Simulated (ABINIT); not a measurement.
**Beyond one shot: SrMg2Bi2 (P-3m1)**

How far does self-consistency move the gap of SrMg2Bi2 (P-3m1)?

Calculated with ABINIT 10.8.3; PBEsol and many-body steps on it, plane waves.

## Step 1: The structure

Symmetry: P-3m1, No. 164, trigonal system. Conventional cell: a = 4.830 Å, b = 4.830 Å, c = 7.983 Å, α = 90.00°, β = 90.00°, γ = 120.00°. Nearest to Sr lie 6 Bi at 3.44 Å. Nearest to Mg lie 4 Bi at 2.95 to 2.97 Å. Bi has 4 Mg at 2.95 to 2.97 Å and 3 Sr at 3.44 Å nearest. Farther neighbours are not listed.

The cell and positions are those that the Materials Project relaxed with its own functionals (PBE, PBE+U or r2SCAN), kept fixed. Spin-orbit coupling is left out unless a step names it.

## Step 2: Empty states on the mesh, 3×3×1 mesh, 158 bands

This step: ABINIT 10.8.3; DFT, PBEsol, plane waves, norm-conserving pseudopotentials.

The sums over transitions need many empty states on a uniform mesh; this step solves for them.

run.abi reads:

```
acell 3*1.0 Angstrom
rprim 
  4.829713290037 -0.000000000009 0.000000000000
  -2.414856645011 4.182654402172 0.000000000000
  0.000000000000 0.000000000000 7.982888130000
ntypat 3
znucl 38 12 83
natom 5
typat 1 2 2 3 3
xred 
  0.000000000000 0.000000000000 0.000000000000
  0.666666666667 0.333333333333 0.375044160000
  0.333333333333 0.666666666667 0.624955840000
  0.666666666667 0.333333333333 0.746734860000
  0.333333333333 0.666666666667 0.253265140000
pp_dirpath "pseudos"
pseudos "Sr.upf, Mg.upf, Bi.upf"
ecut 38
ngkpt 3 3 1
nshiftk 1
shiftk 0 0 0
kptopt 1
chksymbreak 0
iscf -2
irdden 1
istwfk *1
nband 158
nbdbuf 14
tolwfr 1e-09
nstep 60
prtvol 0
indata_prefix "in"
outdata_prefix "out"
tmpdata_prefix "tmp"
```

Launch:

```sh
> OMP_NUM_THREADS=1 mpirun -n 8 abinit run.abi > log
```

Numbers of over 12 decimals in the logs are rounded to 6 here.

Output:

```text
.Version 10.8.3 of ABINIT. v10.8.2 released Aug 2026.

 Symmetries : space group P-3 m 1 (#164); Bravais hP (primitive hexag.)
[... echo of the input left out ...]
== DATASET  1 ==================================================================
-   mpi_nproc: 8, omp_nthreads: 1 (-1 if OMP is not activated)
-    --> not optimal distribution: autoparal keyword recommended in input file <--

--- !DatasetInfo
iteration_state: {dtset: 1, }
dimensions: {natom: 5, nkpt: 3, mband: 158, nsppol: 1, nspinor: 1, nspden: 1, mpw: 12209, }
cutoff_energies: {ecut:  38.0, pawecutdg:  -1.0, }
[...]
1.43842    1.46293    1.48679    1.49216    1.49216    1.52125    1.52125    1.52261
   1.52859    1.52943    1.57982    1.57982    1.59899    1.59899    1.61161    1.63619
   1.63796    1.63886    1.63887    1.64637    1.64638    1.68263
 prteigrs : prtvol=0 or 1, do not print more k-points.

== END DATASET(S) ==============================================================
================================================================================

 -outvars: echo values of variables after computation  --------
            nband         158
             nkpt           3
          spgroup         164
 [... the other variables as echoed above ...]

 Calculation completed.
```

Run time: 76 s. Hardware: 8 MPI ranks of Arm Neoverse V1, shared host; peak memory 0.81 GiB; 10 min of CPU time.

Numbers from this step:

- gap: 0.4087 eV
- k of the valence top: 0, 0, 0
- k of the conduction bottom: 0, 0, 0
- least direct gap: 0.4087 eV
- k points computed: 3
- lowest point of the top converged band, above the valence top: 35.66 eV

On this mesh the gap is 0.409 eV.

The density comes from a self-consistent run that is not shown.

## Step 3: Screening, 3×3×1 mesh, 144 bands, screening to 106.1 eV

The RPA dielectric matrix is built and inverted for each q.

This step: RPA screening on PBEsol, plane waves, norm-conserving pseudopotentials.

Edit run.abi of step 2 so:

```diff
@@ -23,10 +23,11 @@
 chksymbreak 0
-iscf -2
-irdden 1
 istwfk *1
-nband 158
-nbdbuf 14
-tolwfr 1e-09
-nstep 60
-prtvol 0
+occopt 1
+irdwfk 1
+optdriver 3
+nband 144
+ecuteps 3.9
+inclvkb 2
+awtr 1
+symchi 1
 indata_prefix "in"
```

Output:

```text
.Version 10.8.3 of ABINIT. v10.8.2 released Aug 2026.

 Symmetries : space group P-3 m 1 (#164); Bravais hP (primitive hexag.)
[... echo of the input left out ...]
== DATASET  1 ==================================================================
-   mpi_nproc: 8, omp_nthreads: 1 (-1 if OMP is not activated)

--- !DatasetInfo
iteration_state: {dtset: 1, }
dimensions: {natom: 5, nkpt: 3, mband: 144, nsppol: 1, nspinor: 1, nspden: 1, mpw: 12209, }
cutoff_energies: {ecut:  38.0, pawecutdg:  -1.0, }
electrons: {nelect:   7.60000000E+01, charge:   0.00000000E+00, occopt:   1.00000000E+00, tsmear:   1.00000000E-02, }

 SCREENING: Calculation of the susceptibility and dielectric matrices

 Based on a program developped by R.W. Godby, V. Olevano, G. Onida, and L. Reining.
 Incorporated in ABINIT by V. Olevano, G.-M. Rignanese, and M. Torrent.
.Using double precision arithmetic ; gwpc =  8

[... cell and pseudopotentials left out ...]
--------------------------------------------------------------------------------

 ==== K-mesh for the wavefunctions ====
 Number of points in the irreducible wedge :     3
[... list of points left out ...]
 Together with 12 symmetry operations and time-reversal symmetry
 yields     9 points in the full Brillouin Zone.

 ==== Q-mesh for the screening function ====
 Number of points in the irreducible wedge :     3
[... list of points left out ...]
 Together with 12 symmetry operations and time-reversal symmetry
 yields     9 points in the full Brillouin Zone.

 setmesh: FFT mesh size selected  =    30x   30x   60
          total number of points  =        54000

 vcoul_init : cutoff-mode = AUXILIARY_FUNCTION
 q-points for optical limit:   1
     1)      0.000010    0.000020    0.000030

- screening: taking advantage of time-reversal symmetry
- Maximum band index for partially occupied states nbvw = 38
- Remaining bands to be divided among processors   nbcw = 106
- Number of bands treated by each node ~13

 Number of electrons calculated from density =   76.0000; Expected =   76.0000
 average of density, n =  0.069837
 r_s =    1.5064
 omega_plasma =   25.4916 [eV]

 calculating chi0 at frequencies [eV] :
  1    0.000000E+00    0.000000E+00
  2    0.000000E+00    2.549162E+01

--------------------------------------------------------------------------------
  q-point number  1        q = ( 0.000000, 0.000000, 0.000000) [r.l.u.]
--------------------------------------------------------------------------------
[... chi0 elements left out ...]
 For q-point:  0.000010 0.000020 0.000030
  dielectric constant = 331.8479
  dielectric constant without local fields = 366.8328

  Average fulfillment of the sum rule on Im[epsilon] for q-point    1 :     49.96  [%]
[... wings left out ...]
  q-point number  2        q = ( 0.333333, 0.000000, 0.000000) [r.l.u.]
--------------------------------------------------------------------------------
[... chi0 elements left out ...]
  Average fulfillment of the sum rule on Im[epsilon] for q-point    2 :     54.28  [%]

 [... 1 further q-points ...]
```

It took 24 s on 8 MPI ranks; peak memory 2.4 GiB; 3.1 min of CPU time.

This step gave:

```yaml
eps_infinity_with_local_fields_on_this_mesh_along_the_program_s_q_direction: 331.8
the_same_without_local_fields: 366.8
plasma_frequency: 25.49 eV
plane_waves_in_the_screening_matrix: 391
```

Local fields lower ε∞ by 10 %. The value itself is an artefact of the mesh, where one narrow direct gap carries too much weight.

## Step 4: G0W0

The self-energy is evaluated for the states that the input lists, and the levels follow from it, in one-shot runs by the linearised quasiparticle equation.

This step: G0W0 on PBEsol, plane waves, norm-conserving pseudopotentials.

Edit run.abi of step 3 so:

```diff
@@ -26,8 +26,15 @@
 irdwfk 1
-optdriver 3
+optdriver 4
 nband 144
+gwcalctyp 0
+ecutsigx 38
+symsigma 1
+nkptgw 1
+kptgw 
+  0.0000000000 0.0000000000 0.0000000000
+bdgw 
+  37 40
 ecuteps 3.9
-inclvkb 2
-awtr 1
-symchi 1
+irdscr 1
+ppmodel 1
 indata_prefix "in"
```

Output:

```text
.Version 10.8.3 of ABINIT. v10.8.2 released Aug 2026.

 Symmetries : space group P-3 m 1 (#164); Bravais hP (primitive hexag.)
[... echo of the input left out ...]
== DATASET  1 ==================================================================
-   mpi_nproc: 8, omp_nthreads: 1 (-1 if OMP is not activated)

--- !DatasetInfo
iteration_state: {dtset: 1, }
dimensions: {natom: 5, nkpt: 3, mband: 144, nsppol: 1, nspinor: 1, nspden: 1, mpw: 12209, }
cutoff_energies: {ecut:  38.0, pawecutdg:  -1.0, }
electrons: {nelect:   7.60000000E+01, charge:   0.00000000E+00, occopt:   1.00000000E+00, tsmear:   1.00000000E-02, }

 SIGMA: Calculation of the GW corrections

 Based on a program developped by R.W. Godby, V. Olevano, G. Onida, and L. Reining.
 Incorporated in ABINIT by V. Olevano, G.-M. Rignanese, and M. Torrent.
.Using double precision arithmetic ; gwpc =  8

[... cell and pseudopotentials left out ...]
--------------------------------------------------------------------------------

 ==== K-mesh for the wavefunctions ====
 Number of points in the irreducible wedge :     3
[... list of points left out ...]
 Together with 12 symmetry operations and time-reversal symmetry
 yields     9 points in the full Brillouin Zone.

 ==== Q-mesh for screening function ====
 Number of points in the irreducible wedge :     3
[... list of points left out ...]
 Together with 12 symmetry operations and time-reversal symmetry
 yields     9 points in the full Brillouin Zone.

 vcoul_init : cutoff-mode = AUXILIARY_FUNCTION
 q-points for optical limit:   1
     1)      0.000010    0.000020    0.000030
 setmesh: FFT mesh size selected  =    45x   45x   90
          total number of points  =       182250

 Number of electrons calculated from density =   76.0000; Expected =   76.0000
 average of density, n =  0.069837
 r_s =    1.5064
 omega_plasma =   25.4916 [eV]

 === KS Band Gaps ===
  >>>> For spin  1
   Minimum direct gap =   0.4088 [eV], located at k-point      :   0.0000  0.0000  0.0000
   Fundamental gap    =   0.4088 [eV], Top of valence bands at :   0.0000  0.0000  0.0000
                                       Bottom of conduction at :   0.0000  0.0000  0.0000
 SIGMA fundamental parameters:
 PLASMON POLE MODEL  1
 number of plane-waves for SigmaX                12209
 number of plane-waves for SigmaC and W            391
 number of plane-waves for wavefunctions         12209
 number of bands                                   144
 number of independent spin polarizations            1
 number of spinorial components                      1
 number of k-points in IBZ                           3
 number of q-points in IBZ                           3
 number of symmetry operations                      12
 number of k-points in BZ                            9
 number of q-points in BZ                            9
 number of frequencies for dSigma/dE                 9
 frequency step for dSigma/dE [eV]                0.25
 number of omega for Sigma on real axis              0
 max omega for Sigma on real axis  [eV]           0.00
 zcut for avoiding poles [eV]                     0.10

 EPSILON^-1 parameters (SCR file):
 dimension of the eps^-1 matrix on file            391
 dimension of the eps^-1 matrix used               391
 number of plane-waves for wavefunctions         12209
 number of bands                                   144
 number of q-points in IBZ                           3
 number of frequencies                               2
 number of real frequencies                          1
 number of imag frequencies                          1

 matrix elements of self-energy operator (all in [eV])

 Perturbative Calculation

--- !SelfEnergy_ee
iteration_state: {dtset: 1, }
kpoint     : [   0.000,    0.000,    0.000, ]
spin       : 1
KS_gap     :    0.409
QP_gap     :    0.865
Delta_QP_KS:    0.456
data: !SigmaeeData |
     Band     E0 <VxcDFT>   SigX SigC(E0)      Z dSigC/dE  Sig(E)    E-E0       E
       37   5.769 -11.553 -12.918   1.358   0.792  -0.263 -11.559  -0.006   5.763
       38   5.769 -11.553 -12.918   1.358   0.792  -0.263 -11.559  -0.006   5.763
       39   6.177 -10.139  -6.403  -3.171   0.798  -0.254  -9.689   0.451   6.628
       40   6.695  -9.556  -5.895  -3.297   0.793  -0.261  -9.267   0.289   6.984

== END DATASET(S) ==============================================================
================================================================================

 -outvars: echo values of variables after computation  --------
           etotal      0.0000000000E+00
            nband         144
             nkpt           3
          spgroup         164
 [... the other variables as echoed above ...]

 Calculation completed.
```

Elapsed: 6.7 s, on 8 MPI ranks; peak memory 1.7 GiB.

Numbers from this step:

| Item | Value |
| --- | --- |
| G0W0 gap on the points computed | 0.8650 eV |
| starting gap on the mesh | 0.4087 eV |
| k of the valence top | 0, 0, 0 |
| k of the conduction bottom | 0, 0, 0 |
| Z at the valence top | 0.792 |
| Z at the conduction bottom | 0.798 |
| least direct G0W0 gap on the computed points | 0.8650 eV |

The gap on the mesh goes from 0.41 eV to 0.87 eV, a correction of +0.46 eV.

## Step 5: evGW0, cycle 1

This step: evGW0 on PBEsol, plane waves, norm-conserving pseudopotentials.

Edit run.abi of step 4 so:

```diff
@@ -28,10 +28,14 @@
 nband 144
-gwcalctyp 0
+gwcalctyp 10
 ecutsigx 38
 symsigma 1
-nkptgw 1
+nkptgw 3
 kptgw 
   0.0000000000 0.0000000000 0.0000000000
+  0.3333333333 0.0000000000 0.0000000000
+  0.3333333333 0.3333333333 0.0000000000
 bdgw 
-  37 40
+  33 43
+  33 43
+  33 43
 ecuteps 3.9
```

Output:

```text
.Version 10.8.3 of ABINIT. v10.8.2 released Aug 2026.

 Symmetries : space group P-3 m 1 (#164); Bravais hP (primitive hexag.)
[... echo of the input left out ...]
== DATASET  1 ==================================================================
-   mpi_nproc: 8, omp_nthreads: 1 (-1 if OMP is not activated)

--- !DatasetInfo
iteration_state: {dtset: 1, }
dimensions: {natom: 5, nkpt: 3, mband: 144, nsppol: 1, nspinor: 1, nspden: 1, mpw: 12209, }
cutoff_energies: {ecut:  38.0, pawecutdg:  -1.0, }
electrons: {nelect:   7.60000000E+01, charge:   0.00000000E+00, occopt:   1.00000000E+00, tsmear:   1.00000000E-02, }

 SIGMA: Calculation of the GW corrections

 Based on a program developped by R.W. Godby, V. Olevano, G. Onida, and L. Reining.
 Incorporated in ABINIT by V. Olevano, G.-M. Rignanese, and M. Torrent.
.Using double precision arithmetic ; gwpc =  8

[... cell and pseudopotentials left out ...]
--------------------------------------------------------------------------------

 ==== K-mesh for the wavefunctions ====
 Number of points in the irreducible wedge :     3
[... list of points left out ...]
 Together with 12 symmetry operations and time-reversal symmetry
 yields     9 points in the full Brillouin Zone.

 ==== Q-mesh for screening function ====
 Number of points in the irreducible wedge :     3
[... list of points left out ...]
 Together with 12 symmetry operations and time-reversal symmetry
 yields     9 points in the full Brillouin Zone.

 vcoul_init : cutoff-mode = AUXILIARY_FUNCTION
 q-points for optical limit:   1
     1)      0.000010    0.000020    0.000030
 setmesh: FFT mesh size selected  =    45x   45x   90
          total number of points  =       182250

 Number of electrons calculated from density =   76.0000; Expected =   76.0000
[...]
--- !SelfEnergy_ee
iteration_state: {dtset: 1, }
kpoint     : [   0.333,    0.000,    0.000, ]
spin       : 1
KS_gap     :    1.917
QP_gap     :    2.209
Delta_QP_KS:    0.292
data: !SigmaeeData |
     Band     E_DFT   <VxcDFT>   E(N-1)  <Hhartree>   SigX  SigC[E(N-1)]    Z     dSigC/dE  Sig[E(N)]  DeltaE  E(N)_pert E(N)_diago
[...]
--- !SelfEnergy_ee
iteration_state: {dtset: 1, }
kpoint     : [   0.333,    0.333,    0.000, ]
spin       : 1
KS_gap     :    3.557
QP_gap     :    3.921
Delta_QP_KS:    0.364
data: !SigmaeeData |
     Band     E_DFT   <VxcDFT>   E(N-1)  <Hhartree>   SigX  SigC[E(N-1)]    Z     dSigC/dE  Sig[E(N)]  DeltaE  E(N)_pert E(N)_diago
[...]
42     9.220   -10.075     9.220    19.295    -5.284    -4.044     0.787    -0.270    -9.487     0.588     9.808     9.967
       43     9.220   -10.075     9.220    19.295    -5.284    -4.044     0.787    -0.270    -9.487     0.588     9.808     9.967

 New Fermi energy :        2.299141E-01 Ha ,    6.256282E+00 eV

 === QP Band Gaps ===
  >>>> For spin  1
   Minimum direct gap =   0.9724 [eV], located at k-point      :   0.0000  0.0000  0.0000
   Fundamental gap    =   0.9724 [eV], Top of valence bands at :   0.0000  0.0000  0.0000
                                       Bottom of conduction at :   0.0000  0.0000  0.0000

 writing QP data on file : out_QPS

 Convergence of QP corrections
 >>>>> For spin  1 <<<<<
.  kptgw no:  1; Maximum DeltaE = (     NaN     NaN) for band index: 11
.  kptgw no:  2; Maximum DeltaE = (     NaN     NaN) for band index: 11
.  kptgw no:  3; Maximum DeltaE = (   0.000   0.000) for band index:  9

== END DATASET(S) ==============================================================
================================================================================

 -outvars: echo values of variables after computation  --------
           etotal      0.0000000000E+00
            nband         144
             nkpt           3
          spgroup         164
 [... the other variables as echoed above ...]

 Calculation completed.
```

It took 28 s on 8 MPI ranks; peak memory 2.8 GiB.

This step gave:

```
quasiparticle gap on the points computed              : 0.9720 eV
gap of the density functional on the mesh             : 0.4087 eV
k of the valence top                                  : 0, 0, 0
k of the conduction bottom                            : 0, 0, 0
Z at the valence top                                  : 0.792
Z at the conduction bottom                            : 0.798
least direct quasiparticle gap on the computed points : 0.9720 eV
```

Against G0W0 in ABINIT (3×3×1 mesh, 144 bands, screening to 106.1 eV, Godby-Needs plasmon pole), the gap moves by +0.107 eV. This first cycle still uses the starting levels; it takes the full correction, at all points of the mesh, and its linearised value is 0.863 eV.

## Step 6: evGW0, cycle 2

The corrected levels of the last cycle go back in.

Edit run.abi of step 5 so:

```diff
@@ -43,2 +43,3 @@
 ppmodel 1
+irdqps 1
 indata_prefix "in"
```

Output:

```text
.Version 10.8.3 of ABINIT. v10.8.2 released Aug 2026.

 Symmetries : space group P-3 m 1 (#164); Bravais hP (primitive hexag.)
[... echo of the input left out ...]
== DATASET  1 ==================================================================
-   mpi_nproc: 8, omp_nthreads: 1 (-1 if OMP is not activated)

--- !DatasetInfo
iteration_state: {dtset: 1, }
dimensions: {natom: 5, nkpt: 3, mband: 144, nsppol: 1, nspinor: 1, nspden: 1, mpw: 12209, }
cutoff_energies: {ecut:  38.0, pawecutdg:  -1.0, }
[...]
Convergence of QP corrections
 >>>>> For spin  1 <<<<<
.  kptgw no:  1; Maximum DeltaE = (   0.000   0.000) for band index: 10
.  kptgw no:  2; Maximum DeltaE = (   0.000   0.000) for band index: 11
.  kptgw no:  3; Maximum DeltaE = (****************) for band index:  8

== END DATASET(S) ==============================================================
================================================================================

 -outvars: echo values of variables after computation  --------
           etotal      0.0000000000E+00
            nband         144
             nkpt           3
          spgroup         164
 [... the other variables as echoed above ...]

 Calculation completed.
```

The job ended after 28 s (8 MPI ranks; peak memory 2.8 GiB).

Numbers from this step:

```yaml
quasiparticle_gap_on_the_points_computed: 0.9030 eV
gap_of_the_density_functional_on_the_mesh: 0.4087 eV
k_of_the_valence_top: 0, 0, 0
k_of_the_conduction_bottom: 0, 0, 0
least_direct_quasiparticle_gap_on_the_computed_points: 0.9030 eV
```

Against the cycle before, the gap moves by −0.069 eV.

## Step 7: evGW0, cycle 3

run.abi is that of step 6.

Output:

```text
.Version 10.8.3 of ABINIT. v10.8.2 released Aug 2026.

 Symmetries : space group P-3 m 1 (#164); Bravais hP (primitive hexag.)
[... echo of the input left out ...]
== DATASET  1 ==================================================================
-   mpi_nproc: 8, omp_nthreads: 1 (-1 if OMP is not activated)

--- !DatasetInfo
iteration_state: {dtset: 1, }
dimensions: {natom: 5, nkpt: 3, mband: 144, nsppol: 1, nspinor: 1, nspden: 1, mpw: 12209, }
cutoff_energies: {ecut:  38.0, pawecutdg:  -1.0, }
[...]
Convergence of QP corrections
 >>>>> For spin  1 <<<<<
.  kptgw no:  1; Maximum DeltaE = (   0.000   0.000) for band index: 10
.  kptgw no:  2; Maximum DeltaE = (   0.000   0.000) for band index: 11
.  kptgw no:  3; Maximum DeltaE = (****************) for band index:  8

== END DATASET(S) ==============================================================
================================================================================

 -outvars: echo values of variables after computation  --------
           etotal      0.0000000000E+00
            nband         144
             nkpt           3
          spgroup         164
 [... the other variables as echoed above ...]

 Calculation completed.
```

Wall time 28 s (8 MPI ranks); peak memory 2.8 GiB.

This step gave:

- quasiparticle gap on the points computed: 0.9130 eV
- gap of the density functional on the mesh: 0.4087 eV
- k of the valence top: 0, 0, 0
- k of the conduction bottom: 0, 0, 0
- least direct quasiparticle gap on the computed points: 0.9130 eV

Against the cycle before, the gap moves by +0.010 eV.

(Continued in part 2 of 2.)

[Paths, hosts, dates, memory and timing lines, banners, echoed tables and standing remarks are left out of the program output.]

[Logs are printed without paths, hosts, clocks, repeated set-up lines and the standing remarks that a program may print on its own settings, such as how far it seeks lower states.]

[Runs of the session that timed out or met a known fault of the program may be left out.]

[Hosts, paths, dates, database ids (printed as entryN), source tags and the programs' standing remarks are cut or masked in the printed files.]

[G0W0 gaps are taken among the corrected bands and points alone; a level outside them can change the order at an edge.]

[Where Ansatz stands beside ABINIT at settings called matched, ABINIT's density can come from a denser mesh and the files from another edition; pairs whose starting gaps differed by over 0.03 eV were left out, so agreement reads better than it is.]
